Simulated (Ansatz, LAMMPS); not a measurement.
# Liquid furan at 300 K (207 atoms), the geometry as built

23 furan placed at random, at 0.94 g/cm³; overlaps pushed apart, then 10 ps at 450 K with MMFF94 bonds, angles, torsions, charges and radii (Halgren, J. Comput. Chem. 17, 490 (1996)) in harmonic and 12-6 forms. Snapshot after 20 ps at 300 K and fixed volume.

This is the geometry as built. Method: Kohn-Sham DFT, PBE+D4, PAW (set soft_2), plane waves (Ansatz 0.2.0); cutoff 420 eV, Γ point, fixed occupations; density 0.940 g/cm³.

Cell vectors (Å):

```
14.037 0.000 0.000
0.000 14.037 0.000
0.000 0.000 14.037
```

Positions in Å, forces in eV/Å, q the Löwdin charge in e:

```csv
atom,x,y,z,q,fx,fy,fz
C1,1.41,8.76,1.88,-0.17,1.83,0.82,-2.16
C2,1.74,8.12,3.09,-0.18,0.94,-0.04,2.64
C3,0.53,7.93,3.75,0.02,0.45,-0.07,0.14
O4,13.54,8.37,2.95,-0.18,0.12,-0.87,0.25
C5,0.07,8.79,1.78,0.05,-1.57,0.50,0.41
H6,2.06,9.24,1.09,0.20,-0.54,-1.02,1.02
H7,2.78,7.97,3.58,0.19,-1.81,0.13,-1.04
H8,0.23,7.51,4.75,0.20,0.43,0.49,-1.04
H9,13.37,9.08,1.04,0.22,0.31,0.16,-0.05
C10,11.38,9.50,13.14,-0.19,-2.01,-1.14,0.54
C11,10.74,10.76,13.26,-0.20,-1.58,-1.75,1.62
C12,9.59,10.48,14.01,0.05,0.09,3.74,-0.38
O13,9.40,9.21,0.22,-0.16,1.03,-1.50,-0.22
C14,10.50,8.57,13.71,0.00,0.62,-0.25,-0.36
H15,12.28,9.28,12.64,0.21,0.96,-0.28,-0.45
H16,11.01,11.71,12.92,0.22,0.58,1.24,-0.33
H17,8.94,11.22,0.48,0.21,0.05,-0.61,-0.51
H18,10.42,7.47,13.70,0.21,0.33,0.54,0.13
C19,9.72,0.75,12.62,-0.20,-1.67,1.94,-0.36
C20,8.47,1.01,11.98,-0.21,-0.39,1.62,1.36
C21,7.97,2.22,12.56,0.02,-0.87,-2.51,-2.26
O22,8.84,2.68,13.44,-0.14,0.39,0.33,0.60
C23,9.86,1.82,13.44,0.05,3.08,-0.50,2.22
H24,10.41,14.03,12.37,0.22,0.75,-0.85,0.04
H25,8.06,0.31,11.29,0.21,-0.80,-0.11,-0.58
H26,7.07,2.80,12.46,0.21,-0.13,-0.01,-0.24
H27,10.63,2.02,0.18,0.20,-0.46,0.05,-0.64
C28,8.89,13.70,4.26,-0.21,-0.57,1.05,-2.02
C29,8.49,13.15,2.98,-0.20,-0.67,1.06,-0.08
C30,8.08,0.20,2.21,0.04,-0.44,-0.35,-0.14
O31,8.16,1.36,2.97,-0.19,0.95,-0.64,-0.84
C32,8.75,1.02,4.17,0.03,-1.13,0.09,-0.80
H33,9.10,13.20,5.14,0.22,0.79,-1.19,1.57
H34,8.38,12.09,2.74,0.21,0.24,0.20,-0.09
H35,7.68,0.33,1.14,0.21,0.59,-0.22,1.70
H36,8.88,1.90,4.77,0.23,0.21,0.07,0.67
C37,11.94,8.42,9.93,-0.19,-0.01,-1.43,0.96
C38,12.21,9.60,9.30,-0.21,0.57,2.79,-1.73
C39,12.21,9.38,7.94,0.04,-0.18,0.18,0.79
O40,11.93,8.09,7.72,-0.17,0.23,-0.94,-0.32
C41,11.82,7.51,8.95,0.04,-0.15,-1.72,-1.19
H42,11.95,8.17,10.96,0.21,-0.10,-0.02,0.65
H43,12.43,10.57,9.68,0.21,0.03,0.43,0.55
H44,12.41,9.94,7.05,0.22,0.00,0.57,-0.21
H45,11.85,6.42,8.89,0.21,-0.48,0.01,0.34
C46,5.39,10.61,0.17,-0.19,1.40,-0.52,-0.95
C47,4.43,11.18,0.98,-0.19,-2.27,0.51,1.21
C48,4.79,10.94,2.28,0.03,-1.30,0.63,0.30
O49,5.95,10.27,2.32,-0.15,0.14,0.65,1.06
C50,6.38,10.14,1.05,0.02,-1.10,-0.52,-1.38
H51,5.24,10.53,13.12,0.21,0.85,-0.05,0.52
H52,3.43,11.58,0.70,0.19,0.83,-0.09,0.06
H53,4.23,11.18,3.20,0.21,0.65,-0.25,-0.18
H54,7.20,9.47,0.99,0.23,0.74,-0.28,-0.52
C55,2.23,13.63,11.33,-0.18,-1.06,-1.10,0.29
C56,3.41,13.81,12.08,-0.20,0.22,2.28,-1.70
C57,3.90,1.02,11.66,0.01,-0.90,-1.53,1.10
O58,3.02,1.63,10.81,-0.17,0.68,-0.93,-0.34
C59,2.08,0.69,10.55,0.04,-1.58,1.02,-0.68
H60,1.52,12.81,11.50,0.21,0.38,0.33,-0.52
H61,3.82,13.04,12.65,0.22,1.02,-0.76,1.23
H62,4.72,1.59,11.98,0.22,1.05,0.75,0.26
H63,1.31,1.00,9.84,0.21,0.21,-0.13,0.32
C64,2.84,7.68,12.66,-0.19,-2.48,-1.14,-3.35
C65,2.45,9.03,12.42,-0.17,-0.16,0.51,0.42
C66,1.29,8.96,11.69,0.00,0.44,0.20,-0.48
O67,1.00,7.69,11.27,-0.16,0.66,0.54,0.61
C68,1.96,6.92,11.80,0.04,1.62,-1.31,2.02
H69,3.68,7.30,13.16,0.23,1.10,-0.47,0.69
H70,3.04,9.92,12.76,0.19,-0.98,-0.70,-0.25
H71,0.63,9.63,11.19,0.22,-0.40,1.12,-0.18
H72,1.87,5.82,11.58,0.20,0.20,1.20,0.40
C73,3.00,2.33,4.35,-0.19,-1.07,0.11,0.52
C74,3.49,1.13,3.83,-0.20,2.93,1.41,0.86
C75,4.85,1.21,4.07,0.04,-1.10,1.00,0.30
O76,5.19,2.39,4.72,-0.19,-0.71,-1.03,-0.01
C77,3.99,3.02,4.94,0.02,0.61,0.21,-0.43
H78,1.99,2.61,4.43,0.23,-1.24,0.36,-0.11
H79,3.02,0.33,3.37,0.23,-1.16,-1.59,-0.99
H80,5.60,0.49,4.01,0.23,1.28,-0.78,-0.37
H81,3.94,3.94,5.49,0.21,0.40,0.37,0.14
C82,7.83,4.90,6.06,-0.19,-1.37,-0.33,0.51
C83,9.23,5.07,6.29,-0.17,0.92,-0.06,0.22
C84,9.66,4.05,7.13,0.01,-1.12,1.05,-0.01
O85,8.53,3.35,7.55,-0.18,0.99,-1.07,-0.38
C86,7.47,3.80,6.84,0.05,-1.11,0.74,-0.26
H87,7.02,5.50,5.55,0.20,1.44,-0.61,0.31
H88,9.89,5.89,5.97,0.21,-0.38,-0.39,-0.22
H89,10.65,3.79,7.56,0.21,-0.94,0.00,-0.21
H90,6.47,3.28,6.97,0.20,1.53,0.58,-0.02
C91,11.12,5.99,2.96,-0.18,0.46,0.34,0.03
C92,11.00,4.83,2.13,-0.19,0.67,0.27,2.12
C93,11.73,3.88,2.78,0.04,0.54,-0.66,-0.17
O94,12.34,4.39,3.94,-0.19,0.23,-0.61,-1.51
C95,12.03,5.72,3.95,0.04,-1.14,-0.02,0.20
H96,10.58,6.90,2.83,0.21,0.00,0.60,-0.13
H97,10.41,4.70,1.27,0.22,-0.53,-0.15,-0.90
H98,12.01,2.88,2.40,0.22,-0.02,0.43,0.88
H99,12.43,6.30,4.80,0.20,-0.37,-0.35,-0.50
C100,7.28,11.08,9.59,-0.19,-0.07,-0.67,1.37
C101,8.23,10.09,10.03,-0.18,-0.03,-0.94,-0.59
C102,7.50,9.11,10.72,0.03,1.73,1.34,-0.02
O103,6.24,9.56,10.92,-0.17,-0.15,-0.64,0.08
C104,6.11,10.74,10.27,0.01,-0.19,0.46,-1.63
H105,7.44,11.89,8.89,0.21,-0.11,0.13,0.18
H106,9.31,10.08,9.74,0.21,-0.98,-0.25,0.31
H107,7.80,8.19,11.22,0.21,-0.17,0.25,-0.05
H108,5.08,11.01,10.07,0.22,0.01,0.37,0.33
C109,6.46,13.98,7.06,-0.18,1.51,1.80,0.02
C110,5.81,12.95,6.39,-0.19,0.08,-2.03,-1.55
C111,4.73,12.51,7.15,0.02,0.55,0.26,-1.48
O112,4.65,13.30,8.24,-0.17,-0.04,0.46,0.38
C113,5.69,0.14,8.16,0.02,-0.02,1.14,1.48
H114,7.38,0.52,6.69,0.20,-1.61,-0.92,0.79
H115,6.27,12.59,5.46,0.20,-0.77,-0.35,0.26
H116,3.88,11.88,6.93,0.22,0.25,-0.17,0.21
H117,5.69,0.90,8.94,0.21,0.10,-0.24,0.03
C118,5.41,5.83,2.89,-0.19,-0.23,-1.06,1.31
C119,6.41,4.92,2.39,-0.19,0.36,0.68,0.33
C120,7.02,5.61,1.38,0.04,0.20,-1.09,-2.06
O121,6.30,6.73,1.02,-0.20,1.30,0.42,1.72
C122,5.48,6.92,2.10,0.04,-2.02,1.11,-0.82
H123,4.75,5.68,3.79,0.20,0.73,0.32,-1.03
H124,6.72,3.96,2.76,0.23,0.04,-0.06,0.22
H125,7.87,5.38,0.71,0.20,-0.62,-0.07,0.39
H126,4.87,7.83,2.09,0.21,0.26,-0.34,-0.12
C127,4.82,8.14,7.76,-0.17,2.93,1.62,-0.48
C128,3.68,7.44,8.02,-0.20,-1.42,-0.96,-0.92
C129,3.34,6.68,6.94,0.01,1.31,0.96,-0.14
O130,4.30,6.90,6.00,-0.19,0.81,-0.83,-1.00
C131,5.26,7.73,6.52,0.02,-1.33,0.26,0.63
H132,5.32,8.95,8.35,0.21,-0.39,-0.88,-0.22
H133,3.08,7.53,8.83,0.24,-1.62,0.23,2.59
H134,2.54,6.03,6.66,0.22,-0.48,-0.35,-0.07
H135,6.13,7.98,5.94,0.23,0.19,0.03,-0.44
C136,11.32,4.30,10.46,-0.20,-1.07,1.20,1.68
C137,9.93,4.62,10.74,-0.19,1.84,0.95,1.75
C138,9.98,5.23,11.97,0.05,-1.72,0.27,0.60
O139,11.23,5.26,12.50,-0.19,-0.10,0.21,-0.29
C140,12.06,4.73,11.54,0.03,0.16,0.03,0.14
H141,11.72,4.03,9.55,0.21,0.86,-0.93,-1.77
H142,9.05,4.64,10.17,0.23,-0.84,-0.48,-1.02
H143,9.13,5.70,12.59,0.18,1.40,-0.82,-0.83
H144,13.13,4.84,11.78,0.22,-0.53,-0.36,-0.30
C145,11.99,1.09,8.12,-0.19,1.29,0.42,-1.28
C146,11.08,1.16,9.21,-0.20,-0.89,-0.64,-0.60
C147,9.90,0.55,8.75,0.02,3.53,1.21,0.22
O148,10.08,0.12,7.49,-0.16,-1.00,-0.45,-0.54
C149,11.33,0.45,7.09,0.03,0.76,0.38,0.01
H150,13.02,1.54,7.99,0.19,-1.37,-0.63,0.42
H151,11.24,1.62,10.16,0.22,-0.04,0.11,0.34
H152,9.00,0.49,9.23,0.23,-2.23,-0.49,0.67
H153,11.57,0.22,6.03,0.23,-0.05,0.09,0.71
C154,0.52,13.51,0.67,-0.20,-0.57,-0.53,1.05
C155,0.23,12.40,1.56,-0.19,0.29,0.86,-0.73
C156,12.97,12.11,1.28,0.05,-2.00,-0.57,0.94
O157,12.38,13.06,0.46,-0.19,0.85,-0.97,-0.10
C158,13.40,13.88,0.07,0.02,0.36,-0.42,0.08
H159,1.46,13.97,0.62,0.23,1.19,0.79,-0.34
H160,0.89,12.01,2.33,0.21,-0.23,-0.34,-0.40
H161,12.27,11.32,1.64,0.21,0.57,0.83,-0.19
H162,13.23,0.50,13.28,0.23,-0.34,0.60,-0.25
C163,1.05,4.90,1.27,-0.19,-0.20,-0.60,-0.09
C164,2.29,4.26,0.95,-0.19,-1.09,-0.48,-1.46
C165,2.02,3.56,13.79,0.00,1.85,0.59,1.31
O166,0.72,3.74,13.40,-0.17,1.54,-1.37,-0.52
C167,0.17,4.45,0.33,0.05,-2.21,1.86,0.39
H168,0.75,5.57,2.06,0.22,0.25,0.03,0.37
H169,3.17,4.33,1.56,0.22,0.48,-0.15,-0.20
H170,2.74,3.01,13.16,0.20,-0.87,0.12,0.07
H171,13.15,4.69,0.17,0.20,0.26,-0.04,0.18
C172,10.42,10.33,4.97,-0.19,-0.83,-0.01,-1.47
C173,10.02,9.62,3.75,-0.20,-1.63,-1.27,2.08
C174,8.86,8.92,4.15,0.02,2.22,3.26,1.14
O175,8.44,9.33,5.40,-0.20,1.52,0.43,0.07
C176,9.44,10.21,5.90,0.04,-1.41,-0.54,0.53
H177,11.24,10.99,5.02,0.22,0.92,0.63,0.17
H178,10.45,9.57,2.77,0.21,0.42,-0.02,-0.05
H179,8.21,8.29,3.67,0.24,-1.51,-1.53,-1.21
H180,9.25,10.71,6.90,0.22,0.22,-0.94,-1.34
C181,5.99,5.73,11.61,-0.20,0.73,-0.27,1.65
C182,6.09,5.58,10.23,-0.19,-2.52,-1.89,0.66
C183,5.14,4.61,9.98,0.01,0.60,0.39,0.11
O184,4.57,4.16,11.13,-0.15,-1.03,-1.90,-2.01
C185,5.13,4.75,12.13,0.02,1.66,2.89,1.73
H186,6.57,6.46,12.16,0.20,0.17,0.14,0.62
H187,6.67,6.03,9.49,0.24,1.01,1.08,-1.08
H188,4.79,4.14,9.11,0.22,-0.44,-0.57,-1.21
H189,4.84,4.48,13.15,0.22,-0.04,0.21,-0.41
C190,1.49,11.85,5.63,-0.20,0.21,0.25,0.92
C191,1.24,13.07,6.28,-0.18,-0.70,1.74,1.07
C192,0.63,12.83,7.48,0.03,1.13,-1.58,-0.71
O193,0.61,11.45,7.71,-0.19,0.25,0.18,-1.60
C194,1.14,10.91,6.55,0.05,0.10,-2.71,-0.06
H195,2.02,11.78,4.71,0.21,0.18,-0.53,-0.62
H196,1.55,0.05,6.03,0.21,-0.15,-0.04,-0.57
H197,0.34,13.40,8.30,0.22,-0.44,0.79,0.86
H198,1.28,9.77,6.45,0.21,-0.51,1.87,0.62
C199,1.65,4.15,8.61,-0.20,-2.22,1.36,-0.41
C200,0.53,5.04,8.39,-0.20,1.18,1.33,0.84
C201,13.98,4.69,7.25,0.04,-2.44,-0.62,-0.99
O202,0.46,3.51,6.86,-0.19,0.34,-0.34,-1.30
C203,1.55,3.26,7.66,0.04,-0.79,-3.17,-2.54
H204,2.39,4.24,9.30,0.24,2.15,0.24,2.39
H205,0.34,5.94,8.94,0.22,-0.14,0.55,0.45
H206,13.05,4.97,6.66,0.20,1.25,-0.08,0.92
H207,1.94,2.28,7.31,0.21,0.62,0.66,0.73
```

The force components of 1.0 eV/Å r.m.s. hold both thermal displacement and the mismatch between the potential that made the cell and DFT, above all in bond lengths inside molecules. The network of contacts between molecules at the start is that of the classical potential that made the cell, and needn't be the one that DFT or experiment would give. The density was typed from a rule of thumb and may lie off the real one at this temperature. Only the Γ point is sampled, in a cell whose shortest periodic width is 14 Å. The Löwdin charges lack the electrons that the projection spills, 0.040 e an atom on average.

The r.m.s. force component is 1.01 eV/Å; the longest force, 4.32 eV/Å, acts on C64.

[Logs are printed without paths, hosts, clocks, repeated set-up lines and the standing remarks that a program may print on its own settings, such as how far it seeks lower states.]

[Hosts, paths, dates, database ids (printed as entryN), source tags and the programs' standing remarks are cut or masked in the printed files.]

[The MMFF94 radii named for the starting cell were scaled by 0.96; in molecules described by MMFF94, hydrogen bound to N, O or S took a small fixed 12-6 site in their place.]
